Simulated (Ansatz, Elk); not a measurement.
## Bonding as seen by X-rays: SrVS3

Structure refinements treat a crystal as free atoms side by side. For a made-up structure of SrVS3 (cell and positions from a PBE relaxation) the runs below show what the calculated density changes in F(hkl).

Calculated with Elk 11.2.3 (patched build); DFT, PBE, all-electron APW+lo, Dirac cores, scalar-relativistic bands, static density, ferromagnetic start.

This account leaves out most program logs.

The structure was built from a prototype and need not be the compound's stable phase.

## 1. Set-up

It takes space group Pm-3m (No. 221, cubic). Conventional cell: a = 4.680 Å, b = 4.680 Å, c = 4.680 Å, α = 90.00°, β = 90.00°, γ = 90.00°. Sr has 12 S at 3.31 Å nearest. Nearest to V lie 6 S at 2.34 Å. Nearest to S lie 2 V at 2.34 Å and 4 Sr at 3.31 Å. Farther neighbours and most contacts between anions are not listed.

## 2. Ground state and structure factors

An all-electron density is needed, since X-rays see the cores too. Task 0 finds the density and task 195 Fourier-transforms it; tshift is off so that phases refer to the origin typed.

Contents of elk.in:

```
tasks
  0
  195
  196

xctype
  20

spinpol
  .true.

rgkmax
  7.0

gmaxvr
  14.0

lmaxo
  7

lmaxapw
  8

swidth
  0.002

tshift
  .false.

ramdisk
  .false.

hmaxvr
  5.5

maxscl
  120

epspot
  1e-06

reducebf
  0.8

sppath
  './'

avec
  8.84474274949 0.00000000000 -0.00000000000
  0.00000000000 8.84474274949 0.00000000000
  -0.00000000000 0.00000000000 8.84474274949

atoms
  3
  'Sr.in'
  1
  0.5000000000 0.5000000000 0.5000000000   0.000000 0.000000 0.000000
  'V.in'
  1
  -0.0000000000 0.0000000000 -0.0000000000   0.000000 0.000000 -0.020000
  'S.in'
  3
  -0.0000000000 -0.0000000000 0.5000000000   0.000000 0.000000 0.000000
  -0.0000000000 0.5000000000 -0.0000000000   0.000000 0.000000 0.000000
  0.5000000000 -0.0000000000 -0.0000000000   0.000000 0.000000 0.000000

ngridk
  4 4 4
```

Started as:

```console
$ OMP_NUM_THREADS=4 elk
```

The job ended after 94 s (4 threads of Arm Neoverse V2, shared host; peak memory 0.4 GiB).

SFACRHO.OUT:

```text

h k l indices transformed by vhmat matrix:
   1.000000000       0.000000000       0.000000000    
   0.000000000       1.000000000       0.000000000    
   0.000000000       0.000000000       1.000000000    

      h      k      l  multipl.   |H|            Re(F)            Im(F)           |F|

      0      0      0      1   0.0000000       109.00000     -0.84006887E-16   109.00000    
      0     -1      0      6  0.71038644      0.26121095     -0.54805095E-14  0.26121095    
     -1      0      1     12   1.0046381       38.025865     -0.10882966E-14   38.025865    
      1      1      1      8   1.2304254      -48.250685      0.15046442E-13   48.250685    
      0      0     -2      6   1.4207729       78.249991      0.10500346E-13   78.249991    
     -1      0     -2     24   1.5884724      -2.5249426     -0.92497774E-14   2.5249426    
     -1      1     -2     24   1.7400843       32.672191      0.86790173E-14   32.672191    
      2      2      0     12   2.0092763       66.538561     -0.16846882E-13   66.538561    
      2     -2      1     24   2.1311593      -3.0687114      0.42451577E-14   3.0687114    
      0      0      3      6   2.1311593      -2.8875715      0.12445476E-13   2.8875715    
     -3      1      0     24   2.2464392       29.035368      0.25530606E-13   29.035368    
     -1     -1     -3     24   2.3560853      -36.204984     -0.20037068E-13   36.204984    
      2     -2     -2      8   2.4608508       59.949014      0.78412124E-14   59.949014    
     -2     -3      0     24   2.5613347      -3.0865166     -0.14986624E-13   3.0865166    
     -2      1      3     48   2.6580227       26.194701     -0.19720715E-13   26.194701    
      4      0      0      6   2.8415458       55.496475     -0.14333936E-13   55.496475    
      3      2     -2     24   2.9289983      -3.1726382      0.10667571E-13   3.1726382    
     -4      0     -1     24   2.9289983      -3.1351244     -0.10308515E-13   3.1351244
```

Elk indexes on the primitive cell of elk.in and gives |H| = 4π sin θ/λ in inverse bohr. Below, one row stands for each form hkl of the conventional cell (m members, Friedel mates merged), F is for one primitive cell and the density is static (no thermal factor). Free-atom factors are Waasmaier and Kirfel's, and R is Σm||F|−|F'||/Σm|F|.

```tsv
hkl	m	sin θ/λ (Å⁻¹)	abs F, DFT	neutral atoms	diff.
100	6	0.107	0.261	0.059	+0.202
110	12	0.151	38.026	38.189	-0.163
111	8	0.185	48.251	47.726	+0.525
200	6	0.214	78.250	78.257	-0.007
210	24	0.239	2.525	2.380	+0.145
211	24	0.262	32.672	32.814	-0.141
220	12	0.302	66.539	66.772	-0.233
221	24	0.321	3.069	2.900	+0.169
300	6	0.321	2.888	2.900	-0.012
310	24	0.338	29.035	28.991	+0.045
311	24	0.354	36.205	36.310	-0.105
222	8	0.370	59.949	60.100	-0.151
320	24	0.385	3.087	3.089	-0.003
321	48	0.400	26.195	26.201	-0.007
```

## 3. The magnetisation density

The same run holds the spin density, and task 196 transforms it. The order is that of the start, and no other was tried.

SFACMAG_1.OUT:

```text

h k l indices transformed by vhmat matrix:
   1.000000000       0.000000000       0.000000000    
   0.000000000       1.000000000       0.000000000    
   0.000000000       0.000000000       1.000000000    

      h      k      l  multipl.   |H|            Re(F)            Im(F)           |F|

      0      0      0      1   0.0000000      0.67763485      0.49999013E-19  0.67763485    
      0     -1      0      6  0.71038644      0.59994344      0.38926292E-18  0.59994344    
     -1      0      1     12   1.0046381      0.55121561      0.88318199E-17  0.55121561    
      1      1      1      8   1.2304254      0.50752068     -0.41969139E-17  0.50752068    
      0      0     -2      6   1.4207729      0.34538659     -0.80685897E-17  0.34538659    
     -1      0     -2     24   1.5884724      0.32232082      0.56279238E-17  0.32232082    
     -1      1     -2     24   1.7400843      0.30236364     -0.98881087E-18  0.30236364    
      2      2      0     12   2.0092763      0.22492085      0.19312729E-17  0.22492085    
      2     -2      1     24   2.1311593      0.21586534     -0.48008105E-18  0.21586534    
      0      0      3      6   2.1311593      0.15293148     -0.54447860E-17  0.15293148    
     -3      1      0     24   2.2464392      0.15095457      0.36863616E-18  0.15095457    
     -1     -1     -3     24   2.3560853      0.14630875     -0.15841317E-18  0.14630875    
      2     -2     -2      8   2.4608508      0.16885061     -0.20288387E-18  0.16885061    
     -2     -3      0     24   2.5613347      0.12687352     -0.22073588E-17  0.12687352    
     -2      1      3     48   2.6580227      0.12372129      0.31560504E-17  0.12372129    
      4      0      0      6   2.8415458      0.49665666E-01 -0.34019255E-17  0.49665666E-01
```

The total moment is 0.68 μB a cell; sphere moments: Sr1 0.00, V2 +0.68, S3 -0.02, S4 -0.02, S5 -0.02 μB. Polarised neutrons measure spin and orbital magnetisation together; without spin-orbit coupling the run gives the spin part:

```tsv
hkl	sin θ/λ (Å⁻¹)	abs F_M (μB)
100	0.107	0.600
110	0.151	0.551
111	0.185	0.507
200	0.214	0.345
210	0.239	0.322
211	0.262	0.302
220	0.302	0.225
221	0.321	0.216
300	0.321	0.153
310	0.338	0.151
311	0.354	0.146
222	0.370	0.169
320	0.385	0.127
321	0.400	0.124
```

## 4. The highest occupied states alone

An energy window below the Fermi level keeps the highest occupied states, to see at which angles they scatter; shallow core shells can lie inside it and anion s states outside. No new self-consistency is needed.

Changes to elk.in since step 2:

```diff
@@ -1,5 +1,3 @@
 tasks
-  0
   195
-  196
 
@@ -44,2 +42,5 @@
 
+wsfac
+  -0.318880 0.532360
+
 sppath
```

Started as:

```console
$ OMP_NUM_THREADS=4 elk
```

Elapsed: 11 s, on 4 threads; peak memory 0.22 GiB; 14 s of CPU time.

States within 15 eV below the Fermi level hold 25.00 electrons; any levels below the window count with the cores. Their amplitudes can exceed the total, where window and core parts have opposite phase:

```tsv
hkl	sin θ/λ (Å⁻¹)	abs F, window	abs F, all
100	0.107	7.124	0.261
110	0.151	0.861	38.026
111	0.185	4.808	48.251
200	0.214	5.681	78.250
210	0.239	2.017	2.525
211	0.262	0.341	32.672
220	0.302	1.410	66.539
221	0.321	0.665	3.069
300	0.321	0.835	2.888
310	0.338	0.721	29.035
```

## 5. Another functional

The difference from free atoms is small, so it is set against the change that PBEsol makes.

Changes to elk.in since step 4:

```diff
@@ -1,6 +1,8 @@
 tasks
+  0
   195
+  196
 
 xctype
-  20
+  22
 
@@ -42,5 +44,2 @@
 
-wsfac
-  -0.318880 0.532360
-
 sppath
```

Started as:

```console
$ OMP_NUM_THREADS=4 elk
```

Elapsed: 92 s, on 4 threads; peak memory 0.4 GiB; 4.4 min of CPU time.

Against the first run R = 0.04 %; the largest change is -0.056 at 111. The moment goes from 0.68 to 0.69 μB.

## 6. Basis size

A smaller basis shows how fast F responds to it; the change is likely larger than the basis error of the first run, but doesn't show convergence.

Changes to elk.in since step 5:

```diff
@@ -6,3 +6,3 @@
 xctype
-  22
+  20
 
@@ -12,3 +12,3 @@
 rgkmax
-  7.0
+  5.5
```

Started as:

```console
$ OMP_NUM_THREADS=4 elk
```

The job ended after 88 s (4 threads; peak memory 0.38 GiB).

Against the first run R = 0.06 %; the largest change is -0.065 at 200. The moment goes from 0.68 to 0.66 μB.

## 7. With a Hubbard U

A Hubbard U is put on the d shell, to see how far it moves the factors.

Changes to elk.in since step 6:

```diff
@@ -12,3 +12,3 @@
 rgkmax
-  5.5
+  7.0
 
@@ -68 +68,5 @@
   4 4 4
+
+dft+u
+  1 1
+  2 2 0.113923 0.000000
```

Started as:

```console
$ OMP_NUM_THREADS=4 elk
```

Wall time 2.6 min (4 threads); peak memory 0.4 GiB.

Against the first run R = 0.07 %; the largest change is -0.047 at 300. The moment goes from 0.68 to 1.26 μB.

## 8. Settings against the effect

```tsv
run	R against the first run (%)	R against neutral atoms, low angle (%)	wall time
PBE, rgkmax 7	0.00	0.66	94 s
PBEsol	0.04	0.67	92 s
rgkmax 5.5	0.06	0.71	88 s
PBE+U	0.07	0.67	2.6 min
```

## 9. Results

```json
{
 "R against neutral atoms, sin θ/λ < 0.3 Å⁻¹": "0.66 %",
 "R against neutral atoms, 0.3 to 0.82 Å⁻¹": "0.18 %"
}
```

Independent neutral atoms miss the calculated amplitudes by R = 0.66 % below 0.3 Å⁻¹ and 0.18 % from there to 0.82 Å⁻¹; by shells, 77.45 % below 0.15 Å⁻¹ (1 form), 0.61 % 0.15 to 0.3 (5 forms), 0.30 % 0.3 to 0.45 (11 forms), 0.16 % above 0.45 (57 forms). Bonding, aspherical density and the tables' own atoms all enter these figures, and the runs don't part them. The largest change of an amplitude is +0.52 electrons, at 111. Weak lines can change much in proportion: 100 goes from 0.06 to 0.26. The relaxation gave a moment of 0.48 μB against 0.68 μB here, so the moment isn't settled. The magnetic order is that of the start. No other order was tried here, and an antiferromagnetic one would change or move the magnetic intensity. The window's part falls from 25.0 electrons at the origin to at most 0.66 between 0.45 and 0.82 Å⁻¹. Below 0.3 Å⁻¹ the changes that finished (PBEsol, rgkmax 5.5 and PBE+U) move F by R = 0.08 % at most, against the 0.66 % that separates it from free atoms. The magnetic factors move by R = 2.2 % (PBEsol), 9.6 % (rgkmax 5.5) and 120.7 % (PBE+U), so they aren't settled to better than that. The k-mesh has no finished test. Part of the difference isn't bonding: the tables are fits to free atoms and ions calculated by other methods than this functional. Thermal motion, anomalous dispersion and extinction are left out.

[Logs are printed without paths, hosts, clocks, repeated set-up lines and the standing remarks that a program may print on its own settings, such as how far it seeks lower states.]

[Hosts, paths, dates, database ids (printed as entryN), source tags and the programs' standing remarks are cut or masked in the printed files.]
